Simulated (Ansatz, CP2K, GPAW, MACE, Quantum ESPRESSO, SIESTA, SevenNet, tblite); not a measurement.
**Running H-capped AlP nanocrystal (rod) (34 atoms) with CP2K**

How do the settings of CP2K change the result for H-capped AlP nanocrystal (rod) (34 atoms)? A plane-wave run serves as the yardstick.

Calculated with CP2K 2026.2; the method is named at each step.

## (1) Starting point

The cell holds 34 atoms: 6 P, 6 Al and 22 H. Cell: a = 15.829 Å, b = 15.829 Å, c = 21.292 Å, α = 90.0°, β = 90.0°, γ = 90.0°. It derives from AlP (zinc-blende). Rod of size parameter 3.1 Å cut from zinc-blende AlP (a = 5.463 Å), atoms with fewer than two neighbours dropped, broken bonds capped with H, 10 Å of vacuum. Then every atom was moved at random, 0.03 Å r.m.s. a Cartesian component (hydrogen 0.6 of that). Regions: crystal, 12 atoms (6 P and 6 Al); hydrogen, 22 atoms (22 H). Vacuum lies along a, b and c.

The yardstick, on the same geometry:

- method: Kohn-Sham DFT, PBE, SSSP efficiency 1.3.0 pseudopotentials, plane waves (Quantum ESPRESSO 7.5); sssp-pbe-1.3.0-efficiency, cutoffs 45/360 Ry, Γ point
- r.m.s. force component: 0.8536 eV/Å
- longest force: 3.87 eV/Å
- gap (highest filled to lowest empty level): 3.079 eV
- time: 4.9 min on 4 MPI ranks of Arm Neoverse V2, shared host
- CPU time: 20 min

## (2) GFN1-xTB, diagonalisation

Method: GFN1-xTB tight binding (the program's own implementation), diagonalisation.

Input file input.inp:

```
&GLOBAL
  PROJECT cell
  RUN_TYPE ENERGY_FORCE
  PRINT_LEVEL LOW
&END GLOBAL
&FORCE_EVAL
  METHOD QS
  &DFT
    &QS
      METHOD XTB
      &XTB
        GFN_TYPE 1
        DO_EWALD T
        CHECK_ATOMIC_CHARGES F
      &END XTB
    &END QS
    &SCF
      SCF_GUESS ATOMIC
      EPS_SCF 1.0E-06
      MAX_SCF 200
      ADDED_MOS 25
      &DIAGONALIZATION
        ALGORITHM STANDARD
      &END DIAGONALIZATION
      &SMEAR ON
        METHOD FERMI_DIRAC
        ELECTRONIC_TEMPERATURE [K] 580
      &END SMEAR
      &MIXING
        METHOD BROYDEN_MIXING
        ALPHA 0.15
        NBROYDEN 8
      &END MIXING
      &PRINT
        &RESTART OFF
        &END RESTART
      &END PRINT
    &END SCF
    &PRINT
      &MULLIKEN ON
      &END MULLIKEN
    &END PRINT
  &END DFT
  &SUBSYS
    &CELL
      A 15.82930 0.00000 0.00000
      B 0.00000 15.82930 0.00000
      C 0.00000 0.00000 21.29230
    &END CELL
    &TOPOLOGY
      COORD_FILE_NAME structure.xyz
      COORD_FILE_FORMAT XYZ
    &END TOPOLOGY
  &END SUBSYS
  &PRINT
    &FORCES ON
    &END FORCES
  &END PRINT
&END FORCE_EVAL
```

Input file structure.xyz:

```xyz
34

P 5.82297 8.55574 8.60550
P 5.83721 8.54909 14.06655
P 8.51015 5.83705 8.65426
P 8.50524 5.83658 13.98798
P 8.49099 8.53231 5.78938
Al 7.17051 9.89300 7.26557
Al 9.93922 7.16656 7.24109
Al 7.19315 7.22703 9.95436
P 8.54576 8.53168 11.26895
Al 7.20835 9.86672 12.57097
Al 9.93890 7.21784 12.68063
Al 7.22497 7.14424 15.40349
H 4.96660 9.36446 9.39842
H 5.02232 7.71409 7.76019
H 4.94666 7.75018 13.19952
H 5.06886 9.32726 14.81965
H 7.75952 5.01377 7.75615
H 9.34103 4.95790 9.35605
H 9.40672 5.00649 14.84669
H 7.71346 4.99035 13.18419
H 7.73309 7.77852 5.04223
H 9.35654 9.36636 4.99517
H 8.11679 10.84766 8.09831
H 6.23579 10.82708 6.30359
H 10.82487 8.11473 8.13430
H 10.78482 6.27774 6.32701
H 6.24260 6.27695 10.87632
H 9.32124 9.39295 10.45324
H 8.11236 10.85510 13.56618
H 6.29800 10.85653 11.73121
H 10.88613 6.27078 11.74909
H 10.81743 8.05854 13.59045
H 6.30354 6.29056 16.28073
H 8.11426 8.09210 16.26157
```

Run with:

```console
$ OMP_NUM_THREADS=1 cp2k.psmp -i input.inp > output.txt
```

Numbers of over 12 decimals in the logs are rounded to 6 here.

What it wrote:

```text
CP2K| version string:                                       CP2K version 2026.2
 CP2K| Input file name                                                 input.inp
 GLOBAL| Basis set file name                                           BASIS_SET
 GLOBAL| Potential file name                                           POTENTIAL
 GLOBAL| Run type                                                   ENERGY_FORCE
 GLOBAL| Total number of message passing processes                             1
 GLOBAL| Number of threads for this process                                    1
                  #####   #####        #          ####### ######
                 #     # #     #      #              #    #     #
                 #     # #           #    ##   ##    #    #     #
                 #     #  #####     #      ## ##     #    ######
                 #   # #       #   #        ###      #    #     #
                 #    #  #     #  #        ## ##     #    #     #
                  #### #  #####  #        ##   ##    #    ######
                                   GFN1-xTB
                                 Version 1.1
                            J. Hutter and A. Hehn
 EWALD| Summation is done by:                                               SPME
 EWALD| Alpha parameter [       ANGSTROM^-1]                              0.3500
 EWALD| Real Space Cutoff [          ANGSTROM]                            9.6398
 EWALD| G-space max. Miller index                         45        45        75
 EWALD| Spline interpolation order                                             6
 TOTAL NUMBERS AND MAXIMUM NUMBERS
  Total number of            - Atomic kinds:                                   3
                             - Atoms:                                         34
                             - Shell sets:                                    80
                             - Shells:                                        80
                             - Primitive Cartesian functions:                568
                             - Cartesian basis functions:                    164
                             - Spherical basis functions:                    152
  Maximum angular momentum of the orbital basis functions:                     2
 SCF PARAMETERS         Density guess:                                    ATOMIC
                        max_scf:                                             200
                        eps_scf:                                        1.00E-06
                        added MOs                                        25    0
                        Mixing method:                            BROYDEN_MIXING
                                                charge density mixing in g-space
                        Smear method:                                FERMI_DIRAC
                        Electronic temperature [K]:                        580.0
                        Electronic temperature [a.u.]:                  1.84E-03
                        Accuracy threshold:                             1.00E-10
 Extrapolation method: initial_guess
 Number of electrons:                                                         70
 Number of occupied orbitals:                                                 35
 Number of molecular orbitals:                                                60
 Number of orbital functions:                                                152
 Number of independent orbital functions:                                    152
 SCF WAVEFUNCTION OPTIMIZATION
  Step     Update method      Time    Convergence         Total energy    Change
     1 NoMix/Diag. 0.15E+00    0.0     0.38406838       -35.4412363681 -3.54E+01
     2 Mixing/Diag.0.15E+00    0.0     0.58675912       -35.0390354941  4.02E-01
     3 Broy./Diag. 0.15E+00    0.0     0.63798085       -35.3329665180 -2.94E-01
     4 Broy./Diag. 0.15E+00    0.0     0.19834542       -34.9927798463  3.40E-01
     5 Broy./Diag. 0.15E+00    0.0     0.28374065       -35.3107017627 -3.18E-01
     6 Broy./Diag. 0.15E+00    0.0     0.04329663       -35.4192451332 -1.09E-01
     7 Broy./Diag. 0.15E+00    0.0     0.16731903       -35.4548808848 -3.56E-02
     8 Broy./Diag. 0.15E+00    0.0     0.03052934       -35.5090532173 -5.42E-02
[...]
76 Broy./Diag. 0.15E+00    0.0     0.00000102       -35.5749650426  4.67E-07
    77 Broy./Diag. 0.15E+00    0.0     0.00000216       -35.5749652394 -1.97E-07
    78 Broy./Diag. 0.15E+00    0.0     0.00000062       -35.5749656013 -3.62E-07
  *** SCF run converged in    78 steps ***
  Core Hamiltonian energy:                                    -35.794950
  Repulsive potential energy:                                   0.198638
  Electronic energy:                                            0.046489
  DFTB3 3rd order energy:                                       0.0037222
  Dispersion energy:                                           -0.028865
  Correction for halogen bonding:                               0.000000
  Electronic entropic energy:                                  -0.000000
  Fermi energy:                                                -0.275569
  Total energy:                                               -35.574966
  Total energy (extrapolated to T->0):                        -35.574966
 MULLIKEN POPULATION ANALYSIS
  # Atom   Element   Kind        Atomic population                    Net charge
       1     P          1                 5.048627                     -0.048627
       2     P          1                 5.064951                     -0.064951
       3     P          1                 5.058675                     -0.058675
       4     P          1                 5.045017                     -0.045017
       5     P          1                 5.086460                     -0.086460
       9     P          1                 5.103183                     -0.103183
[...]
32     H          3                 1.145461                     -0.145461
      33     H          3                 1.177916                     -0.177916
      34     H          3                 1.160666                     -0.160666
 # Total charge                          70.000000                      0.000000
 ENERGY| Total FORCE_EVAL ( QS ) energy [hartree]            -35.574966
 FORCES| Atomic forces [hartree/bohr]
 FORCES|   Atom     x               y               z               |f|
 FORCES|      1  1.38700176E-02 -6.68729735E-03 -6.37558844E-03   1.66656971E-02
 FORCES|      2  3.80694226E-02 -2.89090179E-02 -3.76219981E-02   6.08311350E-02
 FORCES|      3  3.49312469E-03  1.68053668E-02 -2.26149642E-02   2.83911761E-02
 FORCES|      4  1.71287056E-02  1.25410164E-02  4.06046665E-03   2.16138159E-02
 FORCES|      5  3.47165364E-02  2.49870225E-02  6.42974515E-02   7.72253292E-02
 FORCES|      6 -3.46206826E-03  2.04158166E-02 -1.96199427E-02   2.85260168E-02
[...]
FORCES|     32  2.58714440E-03  6.25408898E-03  7.98263482E-03   1.04656296E-02
 FORCES|     33 -4.96673341E-03 -6.50191790E-03  4.89857246E-03   9.53621462E-03
 FORCES|     34  2.64392694E-03  4.59335096E-04 -2.16657097E-03   3.44896625E-03
 FORCES| Sum     3.09648140E-16 -1.81679758E-15  6.70904304E-16
 FORCES| Total atomic force                                       1.96131283E-15
```

Wall time 1.8 s (1 thread of Arm Neoverse V2, shared host); peak memory 0.24 GiB.

Banners, paths, timers and routine set-up lines are dropped from the logs unmarked, and long logs keep their key lines alone; longer cuts are marked.

Against the reference:

| Item | Value |
| --- | --- |
| r.m.s. force component | 0.7409 eV/Å |
| r.m.s. difference of force components | 367.2 meV/Å |
| longest difference of force vectors | 1119 meV/Å |
| force difference over r.m.s. force | 43.02 % |
| slope of forces against the reference's | 0.7841 |
| correlation of force components | 0.9034 |

Length of the force difference by element (eV/Å):

```csv
element,atoms,mean,most
Al,6,0.65,0.96
H,22,0.52,1.1
P,6,0.76,1.0
```

A closer look about H27, whose charge lies farthest from its element's mean: 11 atoms, nearest first, numbered in the order of the input, with positions taken from that point.

| atom | x | y | z | distance (Å) | bonds | Mulliken charge (e) | Fx | Fy | Fz (eV/Å) |
| --- | --- | --- | --- | --- | --- | --- | --- | --- | --- |
| H27 | 0.00 | 0.00 | 0.00 | 0.00 | 1 | -0.20 | 0.08 | 0.12 | -0.10 |
| Al8 | 0.95 | 0.95 | -0.92 | 1.63 | 4 | 0.22 | -0.55 | -0.37 | 0.91 |
| H20 | 1.47 | -1.29 | 2.31 | 3.02 | 1 | 0.07 | 0.52 | -0.42 | 0.53 |
| H15 | -1.30 | 1.47 | 2.32 | 3.04 | 1 | 0.05 | 0.20 | 0.93 | 1.05 |
| P3 | 2.27 | -0.44 | -2.22 | 3.21 | 4 | -0.06 | 0.18 | 0.86 | -1.16 |
| P1 | -0.42 | 2.28 | -2.27 | 3.24 | 4 | -0.05 | 0.71 | -0.34 | -0.33 |
| P9 | 2.30 | 2.25 | 0.39 | 3.25 | 4 | -0.10 | 0.06 | -0.55 | 0.34 |
| H14 | -1.22 | 1.44 | -3.12 | 3.64 | 1 | 0.07 | -0.20 | 0.75 | 0.73 |
| H13 | -1.28 | 3.09 | -1.48 | 3.65 | 1 | 0.09 | -0.14 | -0.65 | -0.63 |
| H17 | 1.52 | -1.26 | -3.12 | 3.69 | 1 | 0.06 | 0.55 | -0.14 | 0.70 |
| H18 | 3.10 | -1.32 | -1.52 | 3.69 | 1 | 0.09 | -0.44 | -0.26 | -0.30 |

Forces lie 43 % from the reference's, at 0.0015 times its CPU time (on 1 against 4 cores); the SCF took 78 steps, which the time reflects.

## (3) PBE, DZVP-UZH, 157/50 Ry, diagonalisation

Method: Kohn-Sham DFT, PBE, GTH-PBE pseudopotentials, Gaussian and plane waves, DZVP-MOLOPT (UZH set), diagonalisation.

Input file input.inp:

```
&GLOBAL
  PROJECT cell
  RUN_TYPE ENERGY_FORCE
  PRINT_LEVEL LOW
&END GLOBAL
&FORCE_EVAL
  METHOD QS
  &DFT
    BASIS_SET_FILE_NAME BASIS_MOLOPT_UZH
    POTENTIAL_FILE_NAME POTENTIAL_UZH
    &MGRID
      CUTOFF 157
      REL_CUTOFF 50
    &END MGRID
    &QS
      EPS_DEFAULT 1.0E-12
    &END QS
    &SCF
      SCF_GUESS ATOMIC
      EPS_SCF 1.0E-06
      MAX_SCF 200
      ADDED_MOS 20
      &DIAGONALIZATION
        ALGORITHM STANDARD
      &END DIAGONALIZATION
      &SMEAR ON
        METHOD FERMI_DIRAC
        ELECTRONIC_TEMPERATURE [K] 580
      &END SMEAR
      &MIXING
        METHOD BROYDEN_MIXING
        ALPHA 0.15
        NBROYDEN 8
      &END MIXING
      &PRINT
        &RESTART OFF
        &END RESTART
      &END PRINT
    &END SCF
    &XC
      &XC_FUNCTIONAL PBE
      &END XC_FUNCTIONAL
    &END XC
    &PRINT
      &MULLIKEN ON
      &END MULLIKEN
      &LOWDIN ON
      &END LOWDIN
      &MO ON
        EIGENVALUES T
        OCCUPATION_NUMBERS T
        MO_INDEX_RANGE 24 47
        &EACH
          QS_SCF 0
        &END EACH
        ADD_LAST NUMERIC
      &END MO
    &END PRINT
  &END DFT
  &SUBSYS
    &CELL
      A 15.82930 0.00000 0.00000
      B 0.00000 15.82930 0.00000
      C 0.00000 0.00000 21.29230
    &END CELL
    &COORD
      P 5.82297 8.55574 8.60550
      P 5.83721 8.54909 14.06655
      P 8.51015 5.83705 8.65426
      P 8.50524 5.83658 13.98798
      P 8.49099 8.53231 5.78938
      Al 7.17051 9.89300 7.26557
      Al 9.93922 7.16656 7.24109
      Al 7.19315 7.22703 9.95436
      P 8.54576 8.53168 11.26895
      Al 7.20835 9.86672 12.57097
      Al 9.93890 7.21784 12.68063
      Al 7.22497 7.14424 15.40349
      H 4.96660 9.36446 9.39842
      H 5.02232 7.71409 7.76019
      H 4.94666 7.75018 13.19952
      H 5.06886 9.32726 14.81965
      H 7.75952 5.01377 7.75615
      H 9.34103 4.95790 9.35605
      H 9.40672 5.00649 14.84669
      H 7.71346 4.99035 13.18419
[... 10 atom lines left out ...]
      H 10.88613 6.27078 11.74909
      H 10.81743 8.05854 13.59045
      H 6.30354 6.29056 16.28073
      H 8.11426 8.09210 16.26157
    &END COORD
    &KIND P
      BASIS_SET DZVP-MOLOPT-PBE-GTH-q5
      POTENTIAL GTH-PBE-q5
    &END KIND
    &KIND Al
      BASIS_SET DZVP-MOLOPT-PBE-GTH-q3
      POTENTIAL GTH-PBE-q3
    &END KIND
    &KIND H
      BASIS_SET DZVP-MOLOPT-PBE-GTH-q1
      POTENTIAL GTH-PBE-q1
    &END KIND
  &END SUBSYS
  &PRINT
    &FORCES ON
    &END FORCES
  &END PRINT
&END FORCE_EVAL
```

What it wrote:

```text
CP2K| version string:                                       CP2K version 2026.2
 CP2K| Input file name                                                 input.inp
 GLOBAL| Basis set file name                                    BASIS_MOLOPT_UZH
 GLOBAL| Potential file name                                       POTENTIAL_UZH
[... lines left out ...]
                        Smear method:                                FERMI_DIRAC
[... lines left out ...]
 Number of electrons:                                                         70
[... lines left out ...]
  Step     Update method      Time    Convergence         Total energy    Change
[... lines left out ...]
  *** SCF run converged in    37 steps ***
[... lines left out ...]
  Fermi energy:                                                -0.143653
  Total energy:                                               -64.742502
  Total energy (extrapolated to T->0):                        -64.742502
[... lines left out ...]
 MO| E(Fermi):           -0.143653 a.u.         -3.908989 eV
[... lines left out ...]
      33     H        3          1.321069                             -0.321069
      34     H        3          1.296468                             -0.296468
 # Total charge                             70.000000                 -0.000000
 ENERGY| Total FORCE_EVAL ( QS ) energy [hartree]            -64.742502
 FORCES| Atomic forces [hartree/bohr]
 FORCES|   Atom     x               y               z               |f|
 FORCES|      1 -1.53322388E-03 -9.24431802E-03 -8.02297301E-03   1.23359753E-02
 FORCES|      2  2.71215757E-02 -4.00784341E-02 -5.06425270E-02   7.00466008E-02
 FORCES|      3  7.96931274E-04  4.48105024E-03 -2.64146918E-02   2.68039335E-02
[...]
FORCES|     33 -2.55812684E-02 -2.63927674E-02 -1.93750775E-03   3.68067032E-02
 FORCES|     34  8.52692764E-03  1.89476761E-02 -1.30640412E-02   2.45436774E-02
 FORCES| Sum    -5.27034662E-02 -4.01069263E-03  2.09501559E-02
 FORCES| Total atomic force                                       5.68563984E-02
```

Wall time 77 s (1 thread); peak memory 1.6 GiB.

Numbers from this run, and their distance from the reference:

| Property | Result |
| --- | --- |
| r.m.s. force component | 0.9158 eV/Å |
| r.m.s. difference of force components | 380.8 meV/Å |
| longest difference of force vectors | 1164 meV/Å |
| force difference over r.m.s. force | 44.61 % |
| slope of forces against the reference's | 0.976 |
| correlation of force components | 0.9099 |
| gap (highest filled to lowest empty level) | 3.242 eV |
| gap difference | 0.1633 eV |

This is a coarse setting, run to see what it loses.

Against the first run (43 %), the force difference from the reference is 45 %, at 43 times the CPU time (37 SCF steps against 78).

The difference per atom is largest on H (0.79 eV/Å on average, against 0.12 on Al). The forces add up to 2.9 eV/Å instead of zero, usually a sign of too coarse a grid.

[end of part 1 of 2]

[Also dropped from logs without a mark: logging warnings of Python, and SIESTA's first energy breakdown and zero terms.]

[Logs are printed without paths, hosts, clocks, repeated set-up lines and the standing remarks that a program may print on its own settings, such as how far it seeks lower states.]

[Hosts, paths, dates, database ids (printed as entryN), source tags and the programs' standing remarks are cut or masked in the printed files.]
